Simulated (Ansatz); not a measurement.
# How many bands does the GW gap of SnO2 (Cassiterite) need?

How do accuracy and time trade against each other in G0W0 on SnO2 (Cassiterite)?

Method: G0W0 on PBE, plane waves, PAW, in Ansatz 0.2.0.

## (1) The structure

The structure is tetragonal, space group P4_2/mnm (No. 136). The conventional cell has a = 4.738 Å, b = 4.738 Å, c = 3.187 Å, α = 90.00°, β = 90.00°, γ = 90.00°. Nearest to Sn lie 6 O at 2.05 to 2.06 Å. O has 3 Sn at 2.05 to 2.06 Å nearest. Farther neighbours and most contacts between anions are not listed.

As a file:

```cif
data_structure
_symmetry_space_group_name_H-M 'P 1'
_symmetry_Int_Tables_number 1
_cell_length_a 4.7380
_cell_length_b 4.7380
_cell_length_c 3.1865
_cell_angle_alpha 90.000
_cell_angle_beta 90.000
_cell_angle_gamma 90.000
_cell_volume 71.53
loop_
_atom_site_label
_atom_site_type_symbol
_atom_site_fract_x
_atom_site_fract_y
_atom_site_fract_z
_atom_site_occupancy
Sn1 Sn 0.00000 0.00000 0.00000 1
Sn2 Sn 0.50000 0.50000 0.50000 1
O3 O 0.30710 0.30710 0.00000 1
O4 O 0.19290 0.80710 0.50000 1
O5 O 0.69290 0.69290 0.00000 1
O6 O 0.80710 0.19290 0.50000 1
```

The cell and positions come from the Crystallography Open Database and are kept as given unless a step says otherwise. The default PAW set here is soft_2. Its files were made with PBE.

## (2) 162 empty bands, screening to 100 eV

Now the one-shot GW correction: screening in the RPA, then the self-energy of the levels asked for.

input.yaml reads:

```yaml
crystal:
  lattice:
    - [4.738, 0.0, 0.0]
    - [0.0, 4.738, 0.0]
    - [0.0, 0.0, 3.1865]
  atoms:
    - { symbol: Sn, position: [0.0, 0.0, 0.0] }
    - { symbol: Sn, position: [0.5, 0.5, 0.5] }
    - { symbol: O, position: [0.3071, 0.3071, 0.0] }
    - { symbol: O, position: [0.1929, 0.8071, 0.5] }
    - { symbol: O, position: [0.6929, 0.6929, 0.0] }
    - { symbol: O, position: [0.8071, 0.1929, 0.5] }
kpoints:
  mp_grid: { grid: [4, 4, 4] }
hamiltonian:
  xc: pbe
scf:
  occupations: { method: fixed }
gw:
  n_empty_bands: 162
  ecut_chi: 100.0
  qp_bands: [v2, c2]
  qp_kpoints: band_edges
  screening: { model: contour_deformation }
```

On the command line:

```sh
$ ansatz run input.yaml --threads 3 --pin off --max-ram 64512MiB --backend cuda --events-out ev --progress --plain --runs-dir out --devices 1 --max-vram 24GiB  # rebuilt from the run's record
```

Numbers of over 12 decimals in the logs are rounded to 6 here.

The log of the run:

```text
GPUs: using 1 of 1 available (devices: 1).
Engine: ansatz 0.2.0, x86_64-unknown-linux-gnu
Pseudopotentials: kind: paw
Pseudopotential: Sn, paw, valence charge 14, recommended cutoff 420 eV (normal), Sn.paw.azcp
Pseudopotential: O, paw, valence charge 6, recommended cutoff 420 eV (normal), O.paw.azcp
Functional definition: PBE
  parameter kappa = 0.804
  parameter beta = 0.066725
  exchange = pbe_x(kappa = kappa, mu = beta*pi^2/3)
  correlation = pbe_c(beta = beta)
device memory: the entry about to start is reckoned to put 0.8 GiB on a device that reports 69.8 GiB free (of which the cap on the GPU budget leaves the run 24.0 GiB)
GPU FFT provider: cuFFT
GPU libraries: cuBLAS 13.8.1, cuFFT 12.4.0, cuSOLVER 12.3.2
Crystal: 6 atoms, lattice volume = 71.533 Å³
Basis set: ecut = 420 eV, 1411 PW (Γ)
Bands: 32, of which v1, the nominal top of the filled ones, is band 26 counted from 1 (25 counted from 0)
Symmetry: 16 space group operations
Space group: P42/mnm (ITA 136), of the structure as read, at distance tolerance 4.2e-5 Å
k-points: 18 of 64
Non-local potential: Sn, projectors of the file, l = 0: 2, l = 1: 2, l = 2: 2, l = 3: 2
Non-local potential: O, projectors of the file, l = 0: 2, l = 1: 2, l = 2: 1
PAW form: soft (Blöchl's): semilocal exchange-correlation on the pseudo side does not see the compensation charge
PAW one-centre angular grid: Sn, 590 points (default); XC on 64 Gauss nodes
PAW one-centre angular grid: O, 110 points (default); XC on 64 Gauss nodes
Initial density: superposition of atomic densities (neutral atoms: chi_scale 0, normalization atom), corrected by the library's trained network
Initial wavefunctions: pseudopotential atomic-orbital guess
GPU buffer pool allocated for 24576 grid points (all kernels)
GPU transforms: local potential and band sums: pruned to the plane-wave sphere, on 32×32×24
Functional: x = pbe(κ = 0.804, μ = 0.219515), c = pbe(β = 0.066725)
SCF iter   1: F=—  HF=-14317.827550 eV  |F-HF|=—  |Δ(HF+E_count)|=         —  Δρ=1.06e-3  dr2=2.11e-4  ethr=1.77e-3  ⟨swp⟩=4.0  Hψ=2235  notcnv=0  defer=72
preconditioner: auto → Resta (q_TF=auto, 2.587 Å⁻¹)  ε∞=3.6  [insulator: Δε(μ)=1.283 eV  Ē_g=19.763 eV  n_scr=18 (ndim 8)  ℏωp=31.7 eV  f_vac=0.027  ε∞_Penn≈3.6]
SCF iter   2: F=—  HF=-14317.829246 eV  |F-HF|=—  |Δ(HF+E_count)|=   1.70e-3  Δρ=5.99e-4  dr2=7.74e-5  ethr=4.05e-7  ⟨swp⟩=2.9  Hψ=1298  notcnv=0  defer=72
SCF iter   3: F=—  HF=-14317.829543 eV  |F-HF|=—  |Δ(HF+E_count)|=   2.97e-4  Δρ=2.29e-4  dr2=2.59e-5  ethr=1.49e-7  ⟨swp⟩=2.7  Hψ=956  notcnv=0  defer=72
SCF iter   4: F=—  HF=-14317.829556 eV  |F-HF|=—  |Δ(HF+E_count)|=   1.26e-5  Δρ=5.60e-5  dr2=1.91e-6  ethr=4.98e-8  ⟨swp⟩=2.0  Hψ=746  notcnv=0  defer=72
iter 5 did not close the SCF: its close was put off for the readings that it lacked (scf_convergence_deferred on its scf_iter line)
SCF iter   5: F=-14317.829556 eV  HF=-14317.829556 eV  |F-HF|=1.51e-7  |Δ(HF+E_count)|=   5.29e-7  Δρ=1.40e-5  dr2=8.43e-8  ethr=3.68e-9  ⟨swp⟩=2.1  Hψ=941  notcnv=0  defer=72
SCF iter   6: F=-14317.829556 eV  HF=-14317.829556 eV  |F-HF|=5.45e-9  |Δ(HF+E_count)|=   1.71e-7  Δρ=3.03e-6  dr2=3.53e-9  ethr=1.62e-10  ⟨swp⟩=6.4  Hψ=2419  notcnv=0
SCF 1 converged in 6 iterations: F = -14317.829556 eV  dr2 = 3.53e-9
  greatest PAW one-centre occupation: 0.996 electrons in one spin orbital (limit 2), on the Sn atom at site 0 (counted from 0), in its partial waves of l = 2
device memory: the entry about to start is reckoned to put 0.9 GiB (of the 1.0 GiB reckoned in all, the device holds 0.1 GiB already) on a device that reports 69.8 GiB free (of which the cap on the GPU budget leaves the run 23.9 GiB)
NSCF: frozen V_eff on 18 k-points, pencils in batches of 32, up to order 128
the band table was solved once the SCF had ended and its energy, with any forces and stress, was formed, with the checks that follow a solve (2271 applications of the Hamiltonian). They found nothing against the state; the energy, forces and stress were not computed again (output.eigenvalues in the input reference)
device memory: the entry about to start is reckoned to put 3.4 GiB on a device that reports 69.8 GiB free (of which the cap on the GPU budget leaves the run 24.0 GiB)
NSCF: frozen V_eff on 18 k-points
G₀W₀ screening: q 1/18
[... further progress lines ...]
SCF converged after 6 iterations
Free energy (F): -14317.829556 eV
Harris-Foulkes:  -14317.829556 eV  (|F-HF|=5.45e-9)
Internal energy: -14317.829556 eV  (E = F + TS)
E sigma→0 (E₀):  -14317.829556 eV
Fermi energy:    9.528859 eV
--- Per-component energies (eV) ---
  E_band       = -114.418522
  E_kinetic    = 1085.345741
  E_local      = -2861.020373  (includes V_loc(G=0)·N_el)
  E_nonlocal   = 134.911707
  E_hartree    = 1491.211764
  E_xc         = -1054.950581
  E_vxc        = -564.062066  (∫ρ·V_xc dr)
  E_paw        = -8930.486051  (= ΣΔE_a)
  E_vpaw       = -892.026357  (= ΣTr[D̂ρ^β])
  E_aug_tail   = 0.010018  (compensation charges beyond the density's cutoff)
  E_ewald      = -4182.851779
  E_smearing   = -0.000000  (= −TS)
  E_closure    = 0.000000  (closes the sum)
  Σ components = -14317.829556   (vs F -14317.829556, Δ=0.00e0)
--- Band table (eV; the first three rows and the last of 18) ---
  k-point 0: bands = [... 22 lower, 8.3075, 8.7549, 8.7549, 9.5289, 10.8096, 15.6959, 15.8975, 15.8975, ... 2 higher]
  k-point 1: bands = [... 22 lower, 7.0118, 8.6906, 8.6906, 9.0286, 13.3864, 16.4846, 17.9807, 17.9807, ... 2 higher]
  k-point 2: bands = [... 22 lower, 7.8755, 7.8755, 8.2711, 8.2711, 15.7701, 15.7701, 19.3182, 19.3182, ... 2 higher]
  k-point 17: bands = [... 22 lower, 8.5599, 8.5599, 8.6943, 8.6943, 14.4679, 14.4679, 18.4248, 18.4248, ... 2 higher]
--- G₀W₀: contour deformation, 7 samples at zero and on the imaginary axis and 2 off it, 64 q-points, 162 empty bands' worth ---
  eigenvalues of the whole cell's RPA ε∞ on this k-mesh (on a slab, of 1 + 4πα/V) = 4.5075, 4.5075, 4.7578; static W/v taken at q = 0 is 0.216042
  gw.qp_kpoints: band_edges: 8 of 18 stored k-points solved, in 1 pass; an edge of the gap read off the rows below is read off those points alone
    valence top: of the k-points left out ik 1 came nearest to being solved in a further pass, in band 26 (counted from 1, as in the quasiparticle table): it holds the edge there only if its correction is more favourable than any solved in that band by at least 0.380 eV; those differ by 0.291 eV
    conduction bottom: of the k-points left out ik 1 came nearest to being solved in a further pass, in band 27 (counted from 1, as in the quasiparticle table): it holds the edge there only if its correction is more favourable than any solved in that band by at least 2.577 eV; those differ by 0.704 eV
    ik  band        ε_KS         Σx   Σc(E_QP)       V_xc       Z   E_QP_lin       E_QP  E_QP is
     0    25      8.7549   -26.4238     5.0395   -20.7674  0.7523     8.1309     8.1380  root
     0    26      9.5289   -27.1775     5.3781   -21.1422  0.7527     8.8637     8.8716  root
     0    27     10.8096   -14.4338    -3.3378   -18.5808  0.8249    11.6257    11.6188  root
     0    28     15.6959   -12.1122    -4.5540   -17.8356  0.8029    16.8950    16.8653  root
     2    25      8.2711   -26.2875     5.5340   -19.9253  0.7437     7.4268     7.4430  root
     2    26      8.2711   -26.2875     5.5340   -19.9253  0.7437     7.4268     7.4430  root
     2    27     15.7701   -14.7508    -4.5087   -20.7659  0.7878    17.3187    17.2765  root
     2    28     15.7701   -14.7508    -4.5087   -20.7659  0.7878    17.3187    17.2765  root
     3    25      8.7930   -26.5209     5.0689   -20.8236  0.7524     8.1573     8.1647  root
     3    26      9.2422   -26.7033     5.3194   -20.6881  0.7520     8.5372     8.5465  root
     3    27     12.1014   -15.5950    -3.0643   -19.6001  0.8103    13.0535    13.0423  root
     3    28     15.2373   -12.9588    -4.3020   -18.4258  0.8003    16.4315    16.4023  root
     6    25      8.8952   -26.5627     5.1581   -20.7333  0.7522     8.2151     8.2239  root
     6    26      8.8952   -26.5627     5.1581   -20.7333  0.7522     8.2151     8.2239  root
     6    27     13.9806   -14.8454    -3.7579   -19.7566  0.7994    15.1632    15.1339  root
     6    28     13.9806   -14.8454    -3.7579   -19.7566  0.7994    15.1632    15.1339  root
     8    25      8.8380   -27.1962     4.5656   -22.0933  0.7631     8.2961     8.3008  root
     8    26      8.8380   -27.1962     4.5656   -22.0933  0.7631     8.2961     8.3008  root
     8    27     16.0477   -14.8714    -4.5694   -20.9539  0.7838    17.6095    17.5608  root
     8    28     16.0477   -14.8714    -4.5694   -20.9539  0.7838    17.6095    17.5608  root
     9    25      8.7015   -26.5048     5.2206   -20.5995  0.7501     8.0077     8.0169  root
     9    26      9.0496   -26.5768     5.3627   -20.4857  0.7504     8.3107     8.3213  root
     9    27     12.8791   -15.5827    -3.3081   -19.9441  0.8056    13.9490    13.9324  root
     9    28     14.9681   -13.1478    -4.2697   -18.5855  0.8015    16.1646    16.1361  root
    13    25      8.7967   -26.6324     5.2765   -20.6455  0.7504     8.0763     8.0864  root
    13    26      8.7967   -26.6324     5.2765   -20.6455  0.7504     8.0763     8.0864  root
    13    27     14.8976   -14.5793    -4.1906   -20.0993  0.7973    16.2586    16.2270  root
    13    28     14.8976   -14.5793    -4.1906   -20.0993  0.7973    16.2586    16.2270  root
    17    25      8.6943   -26.6246     5.5471   -20.3046  0.7461     7.9088     7.9215  root
    17    26      8.6943   -26.6246     5.5471   -20.3046  0.7461     7.9088     7.9215  root
    17    27     14.4679   -13.3307    -4.1517   -18.6872  0.8118    15.7000    15.6728  root
    17    28     14.4679   -13.3307    -4.1517   -18.6872  0.8118    15.7000    15.6728  root
```

Wall time 5.8 s (1 × NVIDIA H100 80GB HBM3 (shared by 3 runs) with 3 threads of AMD EPYC 7R13 (Zen 3), shared host); peak memory 1.3 GiB; 9.4 s of CPU time.

Reading the cycles: dr2 is the Hartree energy of the density residual (eV), the measure of convergence; HF is the Harris–Foulkes estimate of the energy, which meets the free energy F at convergence.

This step gave:

```
bands summed                                 : 188
RPA ε∞ on this mesh (eigenvalues)            : 4.508, 4.508, 4.758
plane waves in the screening matrix          : 161
q-points in the mesh                         : 64
G0W0 gap on the mesh                         : 2.747 eV
k of the valence top                         : 0, 0, 0
k of the conduction bottom                   : 0, 0, 0
starting gap on the mesh                     : 1.281 eV
Z at the valence top                         : 0.7527
Z at the conduction bottom                   : 0.8249
least direct G0W0 gap on the computed points : 2.747 eV
```

The gap on the mesh goes from 1.28 eV to 2.75 eV, a correction of +1.47 eV. Between the two edge states, bare exchange in place of the xc potential would open the gap by 10.18 eV, and correlation takes back 8.72 eV.

## (3) 459 empty bands, screening to 200 eV

Bands and screening cutoff are moved together, since each hides the error of the other.

Edit input.yaml of step 2 so:

```diff
@@ -19,4 +19,4 @@
 gw:
-  n_empty_bands: 162
-  ecut_chi: 100.0
+  n_empty_bands: 459
+  ecut_chi: 200.0
   qp_bands: [v2, c2]
```

The log of the run:

```text
GPUs: using 1 of 1 available (devices: 1).
[...]
GPU FFT provider: cuFFT
GPU libraries: cuBLAS 13.8.1, cuFFT 12.4.0, cuSOLVER 12.3.2
Crystal: 6 atoms, lattice volume = 71.533 Å³
Basis set: ecut = 420 eV, 1411 PW (Γ)
Bands: 32, of which v1, the nominal top of the filled ones, is band 26 counted from 1 (25 counted from 0)
Symmetry: 16 space group operations
[...]
k-points: 18 of 64
[...]
GPU buffer pool allocated for 24576 grid points (all kernels)
[...]
SCF iter   1: F=—  HF=-14317.827550 eV  |F-HF|=—  |Δ(HF+E_count)|=         —  Δρ=1.06e-3  dr2=2.11e-4  ethr=1.77e-3  ⟨swp⟩=4.0  Hψ=2235  notcnv=0  defer=72
[...]
SCF iter   6: F=-14317.829556 eV  HF=-14317.829556 eV  |F-HF|=5.45e-9  |Δ(HF+E_count)|=   1.71e-7  Δρ=3.03e-6  dr2=3.53e-9  ethr=1.62e-10  ⟨swp⟩=6.4  Hψ=2419  notcnv=0
SCF 1 converged in 6 iterations: F = -14317.829556 eV  dr2 = 3.53e-9
[...]
NSCF: frozen V_eff on 18 k-points, pencils in batches of 32, up to order 128
[...]
NSCF: frozen V_eff on 18 k-points
G₀W₀ screening: q 1/18
[... further progress lines ...]
SCF converged after 6 iterations
Free energy (F): -14317.829556 eV
[...]
Internal energy: -14317.829556 eV  (E = F + TS)
E sigma→0 (E₀):  -14317.829556 eV
Fermi energy:    9.528859 eV
[...]
--- Band table (eV; the first three rows and the last of 18) ---
  k-point 0: bands = [... 22 lower, 8.3075, 8.7549, 8.7549, 9.5289, 10.8096, 15.6959, 15.8975, 15.8975, ... 2 higher]
  k-point 1: bands = [... 22 lower, 7.0118, 8.6906, 8.6906, 9.0286, 13.3864, 16.4846, 17.9807, 17.9807, ... 2 higher]
  k-point 2: bands = [... 22 lower, 7.8755, 7.8755, 8.2711, 8.2711, 15.7701, 15.7701, 19.3182, 19.3182, ... 2 higher]
  k-point 17: bands = [... 22 lower, 8.5599, 8.5599, 8.6943, 8.6943, 14.4679, 14.4679, 18.4248, 18.4248, ... 2 higher]
[...]
bands read: the sum over 485 bands ends inside a degenerate multiplet in 12 slots, whose members it reads at an even weight; the widest, k=0: bands 485 to 486 (counted from 1) at 1/2 each
[...]
0    25      8.7549   -26.4238     4.6969   -20.7674  0.7480     7.7761     7.7955  root
     0    26      9.5289   -27.1775     5.0270   -21.1422  0.7486     8.4993     8.5205  root
     0    27     10.8096   -14.4338    -3.6123   -18.5808  0.8202    11.3468    11.3443  root
     0    28     15.6959   -12.1122    -4.8841   -17.8356  0.8005    16.5476    16.5351  root
     2    25      8.2711   -26.2875     5.2290   -19.9253  0.7401     7.1030     7.1380  root
     2    26      8.2711   -26.2875     5.2290   -19.9253  0.7401     7.1030     7.1380  root
     2    27     15.7701   -14.7508    -4.9211   -20.7659  0.7842    16.8879    16.8641  root
     2    28     15.7701   -14.7508    -4.9211   -20.7659  0.7842    16.8879    16.8641  root
[...]
17    25      8.6943   -26.6246     5.2257   -20.3046  0.7424     7.5707     7.6000  root
    17    26      8.6943   -26.6246     5.2257   -20.3046  0.7424     7.5707     7.6000  root
    17    27     14.4679   -13.3307    -4.4957   -18.6872  0.8088    15.3390    15.3286  root
    17    28     14.4679   -13.3307    -4.4957   -18.6872  0.8088    15.3390    15.3286  root
```

It took 20 s on 1 × NVIDIA H100 80GB HBM3 (shared by 3 runs) with 3 threads; peak memory 2 GiB; 32 s of CPU time.

This step gave:

```yaml
bands_summed: 485
rpa_eps_infinity_on_this_mesh_eigenvalues: 4.441, 4.441, 4.711
plane_waves_in_the_screening_matrix: 471
q_points_in_the_mesh: 64
g0w0_gap_on_the_mesh: 2.824 eV
k_of_the_valence_top: 0, 0, 0
k_of_the_conduction_bottom: 0, 0, 0
starting_gap_on_the_mesh: 1.281 eV
z_at_the_valence_top: 0.7486
z_at_the_conduction_bottom: 0.8202
least_direct_g0w0_gap_on_the_computed_points: 2.824 eV
```

Against the run with 4×4×4 mesh, 162 empty bands, screening to 100 eV, the gap moves by +0.08 eV.

## (4) Changing the frequency model: 4×4×4 mesh, 459 empty bands, screening to 200 eV, plasmon pole

A plasmon pole stands in for the full frequency dependence of the screening; this run shows what that costs in accuracy.

Edit input.yaml of step 3 so:

```diff
@@ -23,2 +23,2 @@
   qp_kpoints: band_edges
-  screening: { model: contour_deformation }
+  screening: { model: godby_needs }
```

The log of the run:

```text
GPUs: using 1 of 1 available (devices: 1).
[...]
GPU FFT provider: cuFFT
GPU libraries: cuBLAS 13.8.1, cuFFT 12.4.0, cuSOLVER 12.3.2
Crystal: 6 atoms, lattice volume = 71.533 Å³
Basis set: ecut = 420 eV, 1411 PW (Γ)
Bands: 32, of which v1, the nominal top of the filled ones, is band 26 counted from 1 (25 counted from 0)
Symmetry: 16 space group operations
[...]
k-points: 18 of 64
[...]
2    28     15.7701   -14.7508    -4.7168   -20.7659  0.8164    17.0741    17.0683  root
[...]
17    25      8.6943   -26.6246     5.2327   -20.3046  0.7832     7.5993     7.6069  root
    17    26      8.6943   -26.6246     5.2327   -20.3046  0.7832     7.5993     7.6069  root
    17    27     14.4679   -13.3307    -4.3634   -18.6872  0.8334    15.4643    15.4610  root
    17    28     14.4679   -13.3307    -4.3634   -18.6872  0.8334    15.4643    15.4610  root
[key lines of the parts left out:]
SCF converged after 6 iterations
Free energy (F): -14317.829556 eV
Fermi energy:    9.528859 eV
```

Wall time 18 s (1 × NVIDIA H100 80GB HBM3 (shared by 3 runs) with 3 threads); peak memory 2.4 GiB.

This step gave:

| Property | Result |
| --- | --- |
| bands summed | 485 |
| plasmon-pole fit frequency | 31.66 eV |
| RPA ε∞ on this mesh (eigenvalues) | 4.441, 4.441, 4.711 |
| plane waves in the screening matrix | 471 |
| G0W0 gap on the mesh | 2.894 eV |
| k of the valence top | 0, 0, 0 |
| k of the conduction bottom | 0, 0, 0 |
| starting gap on the mesh | 1.281 eV |
| least direct G0W0 gap on the computed points | 2.894 eV |

Against the run with 4×4×4 mesh, 459 empty bands, screening to 200 eV, the gap moves by +0.07 eV.

## (5) Convergence and cost

Times are wall times on 1 × NVIDIA H100 80GB HBM3 (shared by 3 runs) with 3 threads of AMD EPYC 7R13 (Zen 3), shared host, good to a factor of about two.

```
 mesh        files            frequency  bands summed  cutoff (eV)  start (eV)  G0W0 (eV)   time  host memory (GiB)
4×4×4  default PAW  contour deformation           188          100       1.281      2.747  5.8 s                1.3
4×4×4  default PAW  contour deformation           485          200       1.281      2.824   20 s                2.0
4×4×4  default PAW         plasmon pole           485          200       1.281      2.894   18 s                2.4
```

How the two edges are built up, in eV (the quasiparticle level is the starting level plus Σx plus Σc less Vxc):

| run | edge | start | Σx | Σc | Vxc | Z | QP |
| --- | --- | --- | --- | --- | --- | --- | --- |
| 188 bands | valence top | 9.53 | -27.18 | 5.38 | -21.14 | 0.75 | 8.87 |
| 188 bands | conduction bottom | 10.81 | -14.43 | -3.34 | -18.58 | 0.82 | 11.62 |
| 485 bands | valence top | 9.53 | -27.18 | 5.03 | -21.14 | 0.75 | 8.52 |
| 485 bands | conduction bottom | 10.81 | -14.43 | -3.61 | -18.58 | 0.82 | 11.34 |

## (6) Results

| Quantity | Value |
| --- | --- |
| 188 bands, 100 eV | 2.747 eV |
| 485 bands, 200 eV | 2.824 eV |
| estimated limit in bands and cutoff | 2.87 eV |
| mesh and start | 4×4×4, PBE |

What this shows: A line in one over the bands through the two rungs gives 2.87 eV, +0.05 eV from the top rung; with two points alone it is an unchecked estimate. The rungs stand 0.13 eV (188 bands) and 0.05 eV (485 bands) from it. From 188 to 485 bands the gap moves by +0.08 eV while the time grows 3.5-fold. Σc changes by −0.35 eV at the valence top and −0.27 eV at the conduction bottom, so the levels themselves move more than the gap between them. The plasmon-pole model gives +0.07 eV against contour deformation, 5 % of the correction. The 4×4×4 mesh is coarse for this cell (its supercell is 13 Å along the shortest edge). The RPA ε∞ on it, from the PBE start, is 4.44 and 4.71; such meshes misread the long-range screening, most where the gap is narrow. The many-body steps are scalar-relativistic: spin-orbit coupling is not in them.

[Paths, hosts, dates, memory and timing lines, banners, echoed tables and standing remarks are left out of the program output.]

[Logs are printed without paths, hosts, clocks, repeated set-up lines and the standing remarks that a program may print on its own settings, such as how far it seeks lower states.]

[Runs of the session that timed out or met a known fault of the program may be left out.]

[Cells called generated may have been cut or substituted from an entry of the Crystallography Open Database or the Materials Project.]

[Hosts, paths, dates, database ids (printed as entryN), source tags and the programs' standing remarks are cut or masked in the printed files.]
